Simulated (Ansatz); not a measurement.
The compound is CsPrS2 (R-3m).

```yaml
crystal:
  lattice:
    - [-3.68142, -6.69894, -3.68142]
    - [-6.69894, -3.68142, -3.68142]
    - [-3.68142, -3.68142, -6.69894]
  atoms:
    - { symbol: Cs, position: [0.00000, 0.00000, 0.00000] }
    - { symbol: Pr, position: [0.50000, 0.50000, 0.50000] }
    - { symbol: S, position: [0.77062, 0.77062, 0.77062] }
    - { symbol: S, position: [0.22938, 0.22938, 0.22938] }
```

The cell and positions are those that the Materials Project relaxed with its own functionals (PBE, PBE+U or r2SCAN), kept fixed. Spin-orbit coupling is left out unless a run names it. PAW set soft_2, made with PBE.

A constrained-RPA run (Ansatz 0.2.0; non-magnetic PBEsol; Pr f, bands v1 to c6, 4×4×4 mesh, medium accuracy) builds 7 functions on bands 0.52 eV wide, with 2.0 electrons in the window. The bare on-site interaction is 23.5 eV and the bare J 0.63 eV.

Q: Estimate U, U′ and J.

On the Pr f shell, U = 4.53 eV (19 % of the bare value), U′ = 3.51 eV, J = 0.49 eV.

The parent state is non-magnetic and the interaction static (zero frequency); U depends on the window and the orbitals, so it belongs to this model alone.

[Paths, hosts, dates, memory and timing lines, banners, echoed tables and standing remarks are left out of the program output.]

[Logs are printed without paths, hosts, clocks, repeated set-up lines and the standing remarks that a program may print on its own settings, such as how far it seeks lower states.]

[Runs of the session that timed out or met a known fault of the program may be left out.]

[Hosts, paths, dates, database ids (printed as entryN), source tags and the programs' standing remarks are cut or masked in the printed files.]
